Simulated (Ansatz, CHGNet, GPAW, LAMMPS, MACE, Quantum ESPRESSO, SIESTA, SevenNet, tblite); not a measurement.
# GPAW on liquid ethanol at 300 K (108 atoms): settings against a plane-wave reference, part 2 of 2

Wanted: GPAW inputs and outputs for liquid ethanol at 300 K (108 atoms), checked against a plane-wave reference.

Program: GPAW 26.7.0; the method stands at each step. Banners, paths, timers and routine set-up lines are dropped from the logs unmarked, and long logs keep their key lines alone; longer cuts are marked.

So far. Step 3 (PBE, LCAO sz(dzp), h 0.18 Å): Against the first run (40 %), the force difference from the reference is 259 %, at 0.33 times the CPU time (on 1 against 2 cores), with 216 basis functions against 828: the smaller basis costs accuracy. Step 4 (LDA, LCAO dzp, h 0.18 Å): Against the first run (40 %), the force difference from the reference is 60 %, at 0.90 times the CPU time; the model has changed, so this is no error of the program alone.

### 5. PBE, LCAO dzp, h 0.18 Å, other mixer settings

Method: Kohn-Sham DFT, PBE, PAW, atomic orbitals (dzp).

run.py reads:

```python
import numpy as np
from ase.io import read
from gpaw import GPAW, FermiDirac, Mixer
from ase.parallel import parprint as print

atoms = read("structure.xyz")
atoms.calc = GPAW(
    mode="lcao",
    basis="dzp",
    h=0.18,
    xc="PBE",
    kpts={"size": (1, 1, 1), "gamma": True},
    occupations=FermiDirac(0.05),
    mixer=Mixer(0.1, 5, 50),
    maxiter=200,
    symmetry={"point_group": False},
    txt="gpaw.txt",
)
energy = atoms.get_potential_energy(force_consistent=True)
forces = atoms.get_forces()
print(f"energy {energy:.6f} eV")
print("forces (eV/A)")
for i, (a, f) in enumerate(zip(atoms, forces)):
    print(f"{i:4d} {a.symbol:2s} {f[0]:10.5f} {f[1]:10.5f} {f[2]:10.5f}")
print(f"Fermi level {atoms.calc.get_fermi_level():.4f} eV")
for k in range(len(atoms.calc.get_ibz_k_points())):
    for s in range(atoms.calc.get_number_of_spins()):
        e = atoms.calc.get_eigenvalues(kpt=k, spin=s)
        n = np.searchsorted(e, atoms.calc.get_fermi_level())
        print(f"k {k} spin {s} levels about the Fermi level:", np.round(e[max(n - 6, 0):n], 4).tolist(), "|", np.round(e[n:n + 6], 4).tolist())
```

structure.xyz reads:

```xyz
108
Lattice="10.51326 0.00000 0.00000 0.00000 10.51326 0.00000 0.00000 0.00000 10.51326" Properties=species:S:1:pos:R:3 pbc="T T T"
[... 108 atom lines left out: the same atoms as in the first run ...]
```

The run is started by

```
$ OMP_NUM_THREADS=1 mpirun -np 2 gpaw python run.py > output.txt
```

Log:

```text
energy -544.553154 eV
forces (eV/A)
   0 C     0.93600   -3.72315    0.11789
   1 C     2.83946    0.40877   -0.61557
   2 O     1.48500   -0.32785   -1.25027
   3 H    -0.14025   -0.02641   -0.27610
   4 H     0.61002    1.12357    0.40978
   5 H    -2.22776    1.53520    1.76053
   6 H    -3.36387   -0.32267   -1.83375
   7 H     0.18227    0.55353    0.68254
   8 H    -0.49940    0.79587    0.70997
   9 C     0.05250    0.40935    0.33786
  10 C     2.23693    0.21293    0.30513
  11 O     0.13060   -1.36530    1.41275
  12 H     0.52609   -0.10779   -0.12696
  13 H    -0.54984    0.11921    0.16976
  14 H     0.27214    0.29504   -0.34008
  15 H     0.36809    0.00215   -0.52984
  16 H    -2.64081    1.18569   -1.59940
  17 H    -0.36014   -0.69546    0.38711
  18 C    -1.21878   -0.24905    0.52351
  19 C     2.20851    0.65900   -2.64089
  20 O     0.29543    0.04008    0.52109
  21 H     0.03544   -0.82450   -1.12934
  22 H     1.26812    0.20263    0.83634
  23 H    -0.27491    0.47534    0.46356
[...]
100 C     0.04352    0.20021    0.88080
 101 O     0.15396   -0.58889    0.80803
 102 H    -0.21715    0.82326   -0.13628
 103 H    -0.31926   -1.03978   -1.04526
 104 H    -0.20307    0.35664   -0.49974
 105 H     0.14896    0.82002    0.17319
 106 H    -0.82235   -0.27413    0.48724
 107 H     0.97748   -0.62975   -0.63256
Fermi level -0.7875 eV
k 0 spin 0 levels about the Fermi level: [-2.5036, -2.3484, -2.3154, -2.2533, -2.0761, -1.9925] | [2.831, 3.4169, 3.6935, 3.9322, 3.9714, 4.0423]
```

gpaw.txt:

```text
Input parameters:
  mode=LCAO(),
  basis={'default': 'dzp'},
  h=0.18,
  kpts=MonkhorstPack(size=(1, 1, 1), gamma=True),
  maxiter=200,
  mixer=Pulay(name='pulay', nmaxold=5, beta=0.1, weight=50, sigma=0.015, g_ss=None),
  occupations=Occupations(name='fermi-dirac', width=0.05, fixmagmom=False),
  symmetry=Symmetry(point_group=False),
  xc=XC(name='PBE')
Unit cell  # Å
[... lines left out ...]
  Fermi-Dirac:
[... lines left out ...]
convergence criteria:
- Maximum [total energy] change in last 3 cyles: 0.0005 eV / valence electron
[... lines left out ...]
Converged in 12 steps
[... lines left out ...]
  Coulomb:        -531.323367
  Zero:              3.487715
  External:          0.000000
  Xc:             -509.608955
  Entropy:          -0.000000
  Spinorbit:         0.000000
  ----------------------------
  Free energy:    -544.553154
  Extrapolated:   -544.553154
dipole moment: (-0.849126, -53.463110, -42.744544)  # |e|*Ang
Fermi level: -0.788
Eigenvalues  # (at kpt = [0.000, 0.000, 0.000])
| band index |      eig [eV] | occ [0-2] |
|------------|---------------|-----------|
|          0 |       -22.749 |     2.000 |
|        ... |               |           |
|        112 |        -2.718 |     2.000 |
|        113 |        -2.676 |     2.000 |
[...]
|        127 |         4.392 |     0.000 |
|        ... |               |           |
|        147 |         6.444 |     0.000 |
Gap: 4.823 eV
Transition (v -> c):
  (s=0, k=0, n=119, [0.00, 0.00, 0.00]) -> (s=0, k=0, n=120, [0.00, 0.00, 0.00])
No difference between direct/indirect transitions
Force computation time: 4.737  # s
```

It took 41 s on 2 MPI ranks of Arm Neoverse V2, shared host; peak memory 1.1 GiB; 81 s of CPU time.

Against the reference:

| Quantity | Value |
| --- | --- |
| r.m.s. force component | 0.931 eV/Å |
| r.m.s. difference of force components | 324 meV/Å |
| longest difference of force vectors | 810 meV/Å |
| force difference over r.m.s. force | 39.91 % |
| slope of forces against the reference's | 1.078 |
| correlation of force components | 0.9399 |
| gap (highest filled to lowest empty level) | 4.824 eV |
| gap difference | 0.3131 eV |
| energy less the same-level run's | 0 meV/atom |
| r.m.s. force difference from the same-level run | 1.644 meV/Å |

This run lies far from the reference in forces at the same functional.

Against the first run (40 %), the force difference from the reference is 40 %, at 1.2 times the CPU time: another solver or mixer reaches the same state.

### 6. The ladder

Differences are against the plane-wave reference, forces as r.m.s. over components; share is that over the reference's r.m.s. force, slope the least-squares factor from reference forces to these. Total energies of different programs have different zeros and aren't compared.

| run | Δ force, r.m.s. (meV/Å) | share (%) | slope | Δ gap (eV) | cores | CPU time | memory (GiB) |
| --- | --- | --- | --- | --- | --- | --- | --- |
| reference | - | - | - | - | 2 | 3.4 min | 2.9 |
| GPAW PBE, LCAO dzp, h 0.18 Å | 323 | 39.8 | 1.078 | 0.312 | 2 | 66 s | 1.2 |
| GPAW PBE, LCAO sz(dzp), h 0.18 Å (coarse) | 2105 | 259 | 1.474 | 0.847 | 1 | 22 s | 0.83 |
| GPAW LDA, LCAO dzp, h 0.18 Å | 487 | 60.0 | 1.036 | 0.0389 | 2 | 59 s | 1.2 |
| GPAW PBE, LCAO dzp, h 0.18 Å, other mixer settings | 324 | 39.9 | 1.078 | 0.313 | 2 | 81 s | 1.1 |

Rows marked coarse were listed beforehand as settings not expected to be converged; some can still land near the reference.

CPU time is summed over cores on a shared host, where runs went side by side, so it is rough. Symmetry, cutoffs, thresholds, outputs and thread counts weren't matched or tuned between programs; memory under MPI is the largest rank's times the ranks.

Within one program, basis, potentials and functional, energies share a zero. Each run against its twin at the usual cutoff or grid and solver:

| run | twin | Δ energy (meV/atom) | Δ force, r.m.s. (meV/Å) | CPU time over the twin's |
| --- | --- | --- | --- | --- |
| GPAW PBE, LCAO dzp, h 0.18 Å, other mixer settings | LCAO dzp, h 0.18 Å | 0 | 1.64 | 1.2 |

### 7. Summary of results

| Property | Result |
| --- | --- |
| nearest in forces | a tie at 40 % of 2 runs: GPAW PBE, LCAO dzp, h 0.18 Å; GPAW PBE, LCAO dzp, h 0.18 Å, other mixer settings |

The PBE runs in local orbitals, coarse settings apart, differ by 40 % in each run; basis, grid and potentials can all enter. Rows with another functional or a dispersion term differ by 60 % (GPAW LDA, LCAO dzp, h 0.18 Å), which mixes the change of model with differences of basis and potentials. Runs with settings chosen to be coarse differ by 259 % (GPAW PBE, LCAO sz(dzp), h 0.18 Å), their programs' other errors included. Of the electronic-structure runs that take under half the reference's CPU time, GPAW PBE, LCAO dzp, h 0.18 Å is among the nearest, at 40 % in 66 s against 3.4 min. At the same functional, gaps differ from the reference's 4.51 eV by between +0.31 and +0.85 eV. A likely cause of the wide gaps: compact atomic orbitals describe empty levels worse than filled ones. With short bonds to hydrogen, sets of potentials differ among themselves by several per cent in forces even at converged cutoffs, so the reference isn't exact here either. The network of contacts between molecules at the start is that of the classical potential that made the cell, and needn't be the one that DFT or experiment would give. The reference's PBE has no dispersion term, which matters for the binding between molecules or layers. The density was typed from a rule of thumb and may lie off the real one at this temperature. The electronic-structure runs sample only Γ, in a cell whose shortest periodic width is 11 Å.

[Also dropped from logs without a mark: logging warnings of Python, and SIESTA's first energy breakdown and zero terms.]

[Logs are printed without paths, hosts, clocks, repeated set-up lines and the standing remarks that a program may print on its own settings, such as how far it seeks lower states.]

[Hosts, paths, dates, database ids (printed as entryN), source tags and the programs' standing remarks are cut or masked in the printed files.]
